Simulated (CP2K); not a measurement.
Acetonitrile monohydrate has these distinct C atoms: C1 (bonded to C and 3 H) and C2 (bonded to C and N).

```xyz
9

C    -0.8512    1.5426    1.1268
C    -0.1570    0.6170    0.2486
N     0.3967   -0.1305   -0.4470
O     1.1075   -2.7987   -1.5023
H    -1.2961    0.9930    1.9668
H    -0.1512    2.2897    1.5223
H    -1.6505    2.0601    0.5802
H     1.6902   -2.6940   -2.2713
H     0.9115   -1.8792   -1.2241
```

Their partial C K spectra (CP2K XAS_TDP, all-electron GAPW, PBEh(45%), aug-cc-pVDZ, TDA, GW2X-corrected core level, no relativity) are given in random order, each times the number of alike atoms.

Gaussian full width 0.5 eV, oscillator strength per eV, alike atoms added, rows of zeros left out:

```
E (eV)  curve 1  curve 2
288.75    0.001    0.000
289.00    0.027    0.000
289.25    0.145    0.000
289.50    0.201    0.000
289.75    0.071    0.000
290.00    0.006    0.000
291.00    0.000    0.001
291.25    0.000    0.010
291.50    0.000    0.033
291.75    0.000    0.029
292.00    0.001    0.007
292.25    0.001    0.001
292.50    0.000    0.009
292.75    0.000    0.043
293.00    0.000    0.059
293.25    0.000    0.048
293.50    0.001    0.072
293.75    0.003    0.043
294.00    0.003    0.009
294.25    0.006    0.015
294.50    0.013    0.026
294.75    0.022    0.024
295.00    0.021    0.038
295.25    0.007    0.060
295.50    0.001    0.043
295.75    0.000    0.023
296.00    0.001    0.010
296.25    0.004    0.002
296.50    0.006    0.001
296.75    0.009    0.002
297.00    0.010    0.007
297.25    0.006    0.008
297.50    0.005    0.005
297.75    0.005    0.003
298.00    0.003    0.002
298.25    0.001    0.004
298.50    0.001    0.005
298.75    0.002    0.002
299.00    0.004    0.001
299.25    0.003    0.001
```

Q: Which curve belongs to which atom?

Curve 1: C2 (bonded to C and N), leading line at 289.42 eV (f = 0.057 an atom), ionisation energy 294.62 eV, term value 5.20 eV. Curve 2: C1 (bonded to C and 3 H), leading line at 291.60 eV (f = 0.019 an atom), ionisation energy 294.35 eV, term value 2.75 eV. The leading line of an atom is its first one with 35 % of the strongest within 2.5 eV of its lowest line over the strength cut. A line lies at the core ionisation energy, which rises as an atom loses charge to its neighbours or to a π system, less the term value, which is large for a low π* or σ* orbital with weight on that atom.

[Banner, clock and machine lines of the logs are left out without a mark of their own.]

[Logs are printed without paths, hosts, clocks, repeated set-up lines and the standing remarks that a program may print on its own settings, such as how far it seeks lower states.]

[Hosts, paths, dates, database ids (printed as entryN), source tags and the programs' standing remarks are cut or masked in the printed files.]
